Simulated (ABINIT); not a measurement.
An input for ABINIT 10.8.3 (Te2Mo (P6_3/mmc)):

```
acell 3*1.0 Angstrom
rprim 
  3.518200000003 -0.000000000001 0.000000000000
  -1.759100000001 3.046850575598 0.000000000000
  0.000000000000 0.000000000000 13.973600000000
ntypat 2
znucl 52 42
natom 6
typat 1 1 1 1 2 2
xred 
  0.333333333333 0.666666666667 0.620108272390
  0.666666666667 0.333333333333 0.120108272390
  0.333333333333 0.666666666667 0.879891727610
  0.666666666667 0.333333333333 0.379891727610
  0.333333333333 0.666666666667 0.250000000000
  0.666666666667 0.333333333333 0.750000000000
pp_dirpath "pseudos"
pseudos "Te.upf, Mo.upf"
ecut 39
ngkpt 3 3 1
nshiftk 1
shiftk 0 0 0
kptopt 1
chksymbreak 0
istwfk *1
occopt 1
irdwfk 1
optdriver 4
nband 176
gwcalctyp 0
ecutsigx 39
symsigma 1
nkptgw 2
kptgw 
  0.0000000000 0.0000000000 0.0000000000
  0.3333333333 0.3333333333 0.0000000000
bdgw 
  61 64
  61 64
ecuteps 4.8
irdscr 1
ppmodel 1
indata_prefix "in"
outdata_prefix "out"
tmpdata_prefix "tmp"
```

```sh
OMP_NUM_THREADS=1 mpirun -n 4 abinit run.abi > log
```

**Question.** Estimate wall time and host memory on 4 MPI ranks of Intel Xeon Platinum 8488C (Sapphire Rapids), shared host.

It took 28 s; on shared hardware allow 14 s to 57 s. Peak host memory was 1.6 GiB.

[Paths, hosts, dates, memory and timing lines, banners, echoed tables and standing remarks are left out of the program output.]

[Logs are printed without paths, hosts, clocks, repeated set-up lines and the standing remarks that a program may print on its own settings, such as how far it seeks lower states.]

[Runs of the session that timed out or met a known fault of the program may be left out.]

[Hosts, paths, dates, database ids (printed as entryN), source tags and the programs' standing remarks are cut or masked in the printed files.]

[G0W0 gaps are taken among the corrected bands and points alone; a level outside them can change the order at an edge.]

[Where Ansatz stands beside ABINIT at settings called matched, ABINIT's density can come from a denser mesh and the files from another edition; pairs whose starting gaps differed by over 0.03 eV were left out, so agreement reads better than it is.]
